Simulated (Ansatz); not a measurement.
# Rh(111) with 4 thermally displaced layers, 2x2: scattering by thermal displacements

How much do lattice vibrations at 273 K scatter the electrons of Rh? Layers with random displacements are laid between perfect leads, and the resistance is followed against their length. The measured value for the pure metal at this temperature is 4.3 µΩ cm (CRC Handbook of Chemistry and Physics, 84th ed., 2003, Electrical Resistivity of Pure Metals).

Program: Ansatz 0.2.0. Level of theory: Ansatz plane-wave DFT, PBE, PAW files; ballistic transport by layer matching (Landauer), zero bias; PAW set soft_1. Results are calculated unless marked as measured.

### Step 1. The structure

The cell holds 40 atoms: 40 Rh. Cell: a = 5.378 Å, b = 5.378 Å, c = 22.012 Å, α = 93.5°, β = 86.5°, γ = 120.0°. It derives from Rh. Regions: lead, 24 atoms (24 Rh); scattering region, 16 atoms (16 Rh). The structure is stacked along c, and the current runs across the ab planes.

### Step 2. With 4 displaced layers

Each atom of 4 layers is moved at random, by amounts drawn from a normal law 0.0426 Å wide in each direction from the Debye model (480 K) at 273 K. The layers about the cell's end stay perfect and serve as the lead. Disorder leaves little or no symmetry, which makes such runs dear. Energies from -0.05 to 0.05 eV in steps of 0.05 eV are too few for the program's thermal sum, so it prints no conductance; for a metal the transmission near the Fermi level serves, at a fraction of the cost.

File input.yaml:

```yaml
crystal:
  lattice:
    - [5.3783955991, 0.0, 0.0]
    - [-2.6891977995, 4.6578272204, 0.0]
    - [1.3445988998, -0.7763045367, 21.9572080876]
  atoms:
    - { symbol: Rh, position: [0.9916666667, 0.0083333333, 0.05] }
    - { symbol: Rh, position: [0.9916666667, 0.5083333333, 0.05] }
    - { symbol: Rh, position: [0.4916666667, 0.0083333333, 0.05] }
    - { symbol: Rh, position: [0.4916666667, 0.5083333333, 0.05] }
    - { symbol: Rh, position: [0.1416666667, 0.3583333333, 0.15] }
    - { symbol: Rh, position: [0.1416666667, 0.8583333333, 0.15] }
    - { symbol: Rh, position: [0.6416666667, 0.3583333333, 0.15] }
    - { symbol: Rh, position: [0.6416666667, 0.8583333333, 0.15] }
    - { symbol: Rh, position: [0.2916666667, 0.2083333333, 0.25] }
    - { symbol: Rh, position: [0.2916666667, 0.7083333333, 0.25] }
    - { symbol: Rh, position: [0.7916666667, 0.2083333333, 0.25] }
    - { symbol: Rh, position: [0.7916666667, 0.7083333333, 0.25] }
    - { symbol: Rh, position: [0.9418513574, 0.0573320488, 0.3512426964] }
    - { symbol: Rh, position: [0.9399307608, 0.5535503557, 0.3507016505] }
    - { symbol: Rh, position: [0.4565558679, 0.0667689592, 0.3486344498] }
    - { symbol: Rh, position: [0.4287782779, 0.5526454305, 0.3500801902] }
    - { symbol: Rh, position: [0.0726505452, 0.4059290499, 0.4475823948] }
    - { symbol: Rh, position: [0.0834788539, 0.9032525492, 0.4493862411] }
    - { symbol: Rh, position: [0.5997371642, 0.4178279294, 0.4497505873] }
    - { symbol: Rh, position: [0.5993354467, 0.9023622896, 0.4506820813] }
    - { symbol: Rh, position: [0.2494941883, 0.2589528388, 0.5485572904] }
    - { symbol: Rh, position: [0.2322002754, 0.7542175979, 0.5504272736] }
    - { symbol: Rh, position: [0.7327634942, 0.2563684509, 0.5496910347] }
    - { symbol: Rh, position: [0.7468179706, 0.7604118105, 0.5506895765] }
    - { symbol: Rh, position: [0.8856408325, 0.1074012626, 0.6515212509] }
    - { symbol: Rh, position: [0.8972491735, 0.5973059156, 0.6529376658] }
    - { symbol: Rh, position: [0.4058163068, 0.1155657362, 0.6505131581] }
    - { symbol: Rh, position: [0.3952143454, 0.6223042191, 0.6538037475] }
    - { symbol: Rh, position: [0.0416666667, 0.4583333333, 0.75] }
    - { symbol: Rh, position: [0.0416666667, 0.9583333333, 0.75] }
    - { symbol: Rh, position: [0.5416666667, 0.4583333333, 0.75] }
    - { symbol: Rh, position: [0.5416666667, 0.9583333333, 0.75] }
    - { symbol: Rh, position: [0.1916666667, 0.3083333333, 0.85] }
    - { symbol: Rh, position: [0.1916666667, 0.8083333333, 0.85] }
    - { symbol: Rh, position: [0.6916666667, 0.3083333333, 0.85] }
    - { symbol: Rh, position: [0.6916666667, 0.8083333333, 0.85] }
    - { symbol: Rh, position: [0.8416666667, 0.1583333333, 0.95] }
    - { symbol: Rh, position: [0.8416666667, 0.6583333333, 0.95] }
    - { symbol: Rh, position: [0.3416666667, 0.1583333333, 0.95] }
    - { symbol: Rh, position: [0.3416666667, 0.6583333333, 0.95] }
kpoints:
  mp_grid: { grid: [5, 5, 1] }
hamiltonian:
  xc: pbe
  pseudopotentials: { kind: paw, azcp: { folder: soft_1 } }
scf:
  occupations: { method: fermi_dirac, width: 0.1 }
output:
  transmission:
    leads: [[0, 4]]
    kmesh: [10, 10]
    e_range: [-0.05, 0.05]
    de: 0.05
  write_potential: true
  write_density: true
  volumetric_format: npy
  elf: true
```

On the command line:

```
ansatz run input.yaml --threads 4 --pin off --max-ram 15360MiB --backend cpu --events-out ev --progress --plain --runs-dir out
```

Numbers of over 12 decimals in the logs are rounded to 6 here.

Output:

```text
Engine: ansatz 0.2.0, x86_64-unknown-linux-gnu
Pseudopotentials: kind: paw
Pseudopotential: Rh, paw, valence charge 17, recommended cutoff 420 eV (normal), soft_1/Rh.paw.azcp
Functional definition: PBE
  parameter kappa = 0.804
  parameter beta = 0.066725
  exchange = pbe_x(kappa = kappa, mu = beta*pi^2/3)
  correlation = pbe_c(beta = beta)
Crystal: 40 atoms, lattice volume = 550.064 Å³
Basis set: ecut = 420 eV, 10671 PW (Γ)
Bands: 408, of which v1, the nominal top of the filled ones, is band 340 counted from 1 (339 counted from 0)
Symmetry: 1 space group operations
Space group: P1 (ITA 1), of the structure as read, at distance tolerance 8.2e-5 Å
k-points: 13 of 25 (time reversal used)
Non-local potential: Rh, projectors of the file, l = 0: 3, l = 1: 2, l = 2: 2, l = 3: 1
PAW form: soft (Blöchl's): semilocal exchange-correlation on the pseudo side does not see the compensation charge
PAW one-centre angular grid: Rh, 590 points (default); XC on 64 Gauss nodes
Initial density: superposition of atomic densities (chi_scale 0.1, normalization cell)
Initial wavefunctions: pseudopotential atomic-orbital guess
Functional: x = pbe(κ = 0.804, μ = 0.219515), c = pbe(β = 0.066725)
SCF iter   1: F=—  HF=-256136.485441 eV  |F-HF|=—  |Δ(HF+E_count)|=         —  Δρ=1.10e-1  dr2=6.17e1  ethr=3.10e-3  ⟨swp⟩=4.5  Hψ=14913  notcnv=0  defer=62
preconditioner: auto → Kerker (q_TF=auto, 2.826 Å⁻¹)  [metal: Δε(μ)=0.006 eV  Ē_g=6.393 eV  σ=0.100 eV  W_gap=0.02  n_scr=228 (ndim 8)  ℏωp=30.0 eV  f_vac=0.000  D(μ)=45.24/eV (n_scr^D=540)]
SCF iter   2: F=—  HF=-256121.312907 eV  |F-HF|=—  |Δ(HF+E_count)|=    1.52e1  Δρ=5.10e-2  dr2=1.28e1  ethr=3.10e-3  ⟨swp⟩=2.0  Hψ=8975  notcnv=0  defer=266
SCF iter   3: F=—  HF=-256117.918006 eV  |F-HF|=—  |Δ(HF+E_count)|=    3.39e0  Δρ=1.02e-2  dr2=2.86e-1  ethr=1.89e-3  ⟨swp⟩=2.0  Hψ=7937  notcnv=0  defer=266
SCF iter   4: F=—  HF=-256117.933250 eV  |F-HF|=—  |Δ(HF+E_count)|=   1.52e-2  Δρ=1.21e-3  dr2=6.63e-3  ethr=4.21e-5  ⟨swp⟩=2.0  Hψ=9626  notcnv=0  defer=266
SCF iter   5: F=—  HF=-256117.934335 eV  |F-HF|=—  |Δ(HF+E_count)|=   1.09e-3  Δρ=2.94e-4  dr2=3.92e-4  ethr=9.75e-7  ⟨swp⟩=2.2  Hψ=7246  notcnv=0  defer=266
SCF iter   6: F=—  HF=-256117.934346 eV  |F-HF|=—  |Δ(HF+E_count)|=   1.08e-5  Δρ=6.17e-5  dr2=2.73e-5  ethr=5.76e-8  ⟨swp⟩=2.1  Hψ=8916  notcnv=0  defer=266
SCF iter   7: F=—  HF=-256117.935329 eV  |F-HF|=—  |Δ(HF+E_count)|=   9.83e-4  Δρ=1.80e-5  dr2=2.40e-6  ethr=4.02e-9  ⟨swp⟩=2.2  Hψ=7475  notcnv=0  defer=266
SCF iter   8: F=—  HF=-256117.935329 eV  |F-HF|=—  |Δ(HF+E_count)|=   1.57e-7  Δρ=2.91e-6  dr2=3.22e-7  ethr=3.53e-10  ⟨swp⟩=2.0  Hψ=6833  notcnv=0  defer=266
SCF iter   9: F=-256117.935329 eV  HF=-256117.935329 eV  |F-HF|=3.01e-8  |Δ(HF+E_count)|=   3.81e-9  Δρ=1.45e-6  dr2=3.40e-8  ethr=1.47e-11  ⟨swp⟩=7.8  Hψ=13102  notcnv=0
SCF 1 converged in 9 iterations: F = -256117.935329 eV  dr2 = 3.40e-8
  greatest PAW one-centre occupation: 1.000 electrons in one spin orbital (limit 2), on the Rh atom at site 28 (counted from 0), in its partial waves of l = 0
transmission: 205 of 2028 steps passed
transmission: 406 of 2028 steps passed
[...]
transmission: 2028 of 2028 steps passed
SCF converged after 9 iterations
Free energy (F): -256117.935329 eV
Harris-Foulkes:  -256117.935329 eV  (|F-HF|=3.01e-8)
Internal energy: -256116.205368 eV  (E = F + TS)
E sigma→0 (E₀):  -256117.070349 eV
Entropy (-TS):   -1.729960 eV (-43.249 meV/atom)
Fermi energy:    22.411259 eV
--- Per-component energies (eV) ---
  E_band       = -3398.602593
  E_kinetic    = 21507.585029
  E_local      = -58983.206117  (includes V_loc(G=0)·N_el)
  E_nonlocal   = 11924.520135
  E_hartree    = 21927.271296
  E_xc         = -8080.551968
  E_vxc        = -10141.251476  (∫ρ·V_xc dr)
  E_paw        = -144133.765817  (= ΣΔE_a)
  E_vpaw       = -11560.818827  (= ΣTr[D̂ρ^β])
  E_aug_tail   = 0.003194  (compensation charges beyond the density's cutoff)
  E_ewald      = -100278.061120
  E_smearing   = -1.729960  (= −TS)
  E_closure    = 0.000000  (closes the sum)
  Σ components = -256117.935329   (vs F -256117.935329, Δ=0.00e0)
--- Band table (eV; the first three rows and the last of 13) ---
  k-point 0: bands = [... 336 lower, 22.9747, 22.9767, 22.9793, 22.9809, 22.9985, 22.9999, 23.0014, 23.0061, ... 64 higher]
  k-point 1: bands = [... 336 lower, 22.5908, 22.6242, 22.6404, 22.6586, 22.6629, 22.6757, 22.7003, 22.7273, ... 64 higher]
  k-point 2: bands = [... 336 lower, 21.8440, 21.8836, 21.9255, 22.0106, 22.0272, 22.0530, 22.1003, 22.1481, ... 64 higher]
  k-point 12: bands = [... 336 lower, 22.3791, 22.3879, 22.4037, 22.4282, 22.4474, 22.4532, 22.4661, 22.4968, ... 64 higher]
--- Transmission ---
  basis      : 211 plane waves across, 39 finite elements along
  points     : 52, standing for a mesh of 10 x 10
  energies   : 3 from -0.050000 to 0.050000 eV about the Fermi level, 0.050000 eV apart; the leads are filled to 0.000000 eV, and channels, transmission and decay are at 0.000000 eV
  crystal 0  : Rh4, at the sites [0, 4], period 2.1957 Å, over 13.17 Å; its Hamiltonian steps by up to 4.8 meV
    offset         : up to 0.0000 Å between an atom of the period and one for which it stands
    channels       : 7.200000e0 a spin
    conductance    : none, the energies end too early or step too widely for 300 K: set another output.transmission.e_range or a lower de, or, where they end at an eighth of basis.ecutwfc, a higher one
  junction   : crystal 0 to crystal 0, 0.70 to 20.46 Å
    transmission   : 6.562323e0 a spin
    conductance    : none, the energies end too early or step too widely for 300 K: set another output.transmission.e_range or a lower de, or, where they end at an eighth of basis.ecutwfc, a higher one
```

The job ended after 5.2 min (4 threads of Intel Xeon Platinum 8488C (Sapphire Rapids), shared host; peak memory 5.1 GiB; 19 min of CPU time).

Numbers from this step:

```yaml
free_energy: -256117.9353 eV
energy_at_zero_smearing: -256117.0703 eV
fermi_energy: 22.41 eV
cell_area: 25.05 Å²
transmission_per_spin_nearest_the_fermi_level: 6.562
open_channels_per_spin_nearest_the_fermi_level: 7.2
step_of_the_lead_s_potential: 4.8 meV
```

Per spin. Table of transmission, zone mean by energy, zero at the Fermi level:

```
energy (eV)  transmission, zone mean
    -0.0500                     6.36
     0.0000                     6.56
     0.0500                     6.57
```

Per spin. Table of open channels, zone mean, lead by energy, zero at the Fermi level:

```
energy (eV)  open channels, zone mean, lead
    -0.0500                            6.72
     0.0000                             7.2
     0.0500                            7.08
```

Transmission over k1 and k2. At 0.0000 eV from the Fermi level.

Values, 10 rows by 10 columns:
```
 5.8  5.8  5.8  7.6  5.8  5.8  5.8  5.8  9.1  5.8
 6.6  5.8  6.6  6.1  5.9  6.6  5.8  6.6  9.1  9.1
 6.6  7.6  5.9  5.8  6.7  5.7  5.9  7.7  6.7  5.8
 5.8  5.8  5.8  6.7  8.8  8.8  6.7  5.8  5.8  5.8
 5.8  5.7  6.5  5.7  8.8 11.7  8.8  5.7  6.5  5.7
 5.8  5.8  5.8  5.8  6.7  8.8  8.8  6.7  5.8  5.8
 6.6  5.8  6.7  7.7  5.9  5.7  6.7  5.8  5.9  7.6
 6.6  9.1  9.1  6.6  5.8  6.6  5.9  6.1  6.6  5.8
 5.8  5.8  9.1  5.8  5.8  5.8  5.8  7.6  5.8  5.8
 5.9  5.8  6.7  6.7  5.8  5.8  5.8  6.7  6.7  5.8
```
Columns: k1 (b1) from -0.5 to 0.4; rows upwards: k2 (b2) from -0.5 to 0.4.

Open channels over k1 and k2. At 0.0000 eV from the Fermi level.

Ten even steps from '_' (6.0) to '@' (12.0):
```
______**________**__
..__..----..__..****
..**--__..__--**..__
____--..++++..--____
____..__++@@++__..__
______--..++++..--__
..__..**--__..__--**
..****..__..----..__
____**________**____
____....______....__
```
Columns: k1 (b1) from -0.5 to 0.4; rows upwards: k2 (b2) from -0.5 to 0.4.

ELF in the ca plane at fractional y = 0.116, with atoms of Rh within 0.2 Å of it. It is the smooth field of the valence electrons, not physical close to the nuclei.

Ten even steps from '0' (0.19) to '9' (0.74), each cell a mean:
```
00000000010489840111000001110379951110000000
11110143101257630111100000110389961111100001
00010477521012200011000011000268851110000001
00011488720111000001001134310013310011100001
11110366411011100000001146520111100024410001
00000012111356510000000134310012100024411112
00000000111589830111000001001256621012210001
00000000011589830111000001110389951110000000
11110143111256520111000000110389961111000001
00010477511012100000000012100157740100000001
00011488720110000001001145410012200011100001
11110366411001000001001246510001000034410001
00000011101145410000000123200001000034411112
00000001110489840111000000000145520012210001
```
Columns run along c (16.0 Å, from fractional 0.14 to 0.86 of the cell), rows up along a (5.4 Å). Atoms in or near the plane, at fractional coordinates: Rh at (0.65, 0.89), Rh at (0.65, 0.41).

Valence density in the ca plane at fractional y = 0.116, with atoms of Rh within 0.2 Å of it. It is the smooth field of the valence electrons, not physical close to the nuclei.

Ten steps, logarithmic in the rise over the least value, from '0' (0 e/Å³) to '9' (13 e/Å³), each cell a mean:
```
22100122112689862111100001112589973112210012
12111355422478742112100011112589974111100001
12112588742234421122211233321478863112110011
12113688742122110123322356531245532234321122
12112477632234310123222367631122211246532233
22101234322577631112211356531234321246542234
22100112113699852111100123322467752234431123
22100122213699852111000011112589973112210012
12111355422477641111100112112589973111100001
12112588642234321112111234321368852112110011
12113688742111100123212356531134421134321112
12112477631233210123322467631111111246532233
22101234322467631122211245421123211246642234
22100011112689852111100122211357642234431123
```
Columns run along c (16.0 Å, from fractional 0.14 to 0.86 of the cell), rows up along a (5.4 Å). Atoms in or near the plane, at fractional coordinates: Rh at (0.65, 0.89), Rh at (0.65, 0.41).

Electrostatic potential energy in the ca plane at fractional y = 0.116, with atoms of Rh within 0.2 Å of it. With pseudopotentials it is smooth inside the atoms' cores, unlike the true potential.

Values in eV, 8 rows by 16 columns, each cell a mean:
```
 21  23  11  19 -25 -16  22  23  24  23   8 -44   1  22  23  23
 21  16 -31   6  13  15  21  19  19  10  15 -28   7  20  23  23
 21  19 -22   8  13  19  20  17   9 -14  21  16  21  -1  13  15
 20  24  18  19 -29  -9  23  22  19   7  16 -12  16   4  14  14
 21  23  12  18 -27 -12  23  24  24  22   6 -44   1  22  23  23
 21  16 -31   6  14  17  21  20  17   8  16 -23  11  20  23  23
 21  19 -22   8  16  20  19  16   9 -12  22  19  22  -1  13  15
 20  24  18  20 -22  -9  22  22  20  11  19  -3  18   4  14  14
```
Columns run along c (16.0 Å, from fractional 0.14 to 0.86 of the cell; values clipped at the 3rd and 97th percentile), rows up along a (5.4 Å). Atoms in or near the plane, at fractional coordinates: Rh at (0.65, 0.89), Rh at (0.65, 0.41).

Over the solved energies the transmission per spin lies between 6.36 and 6.57, out of 7 channels of the lead on average (up to 7.2).

(Part 1 of 2 ends here.)

[Logs are printed without paths, hosts, clocks, repeated set-up lines and the standing remarks that a program may print on its own settings, such as how far it seeks lower states.]

[Hosts, paths, dates, database ids (printed as entryN), source tags and the programs' standing remarks are cut or masked in the printed files.]
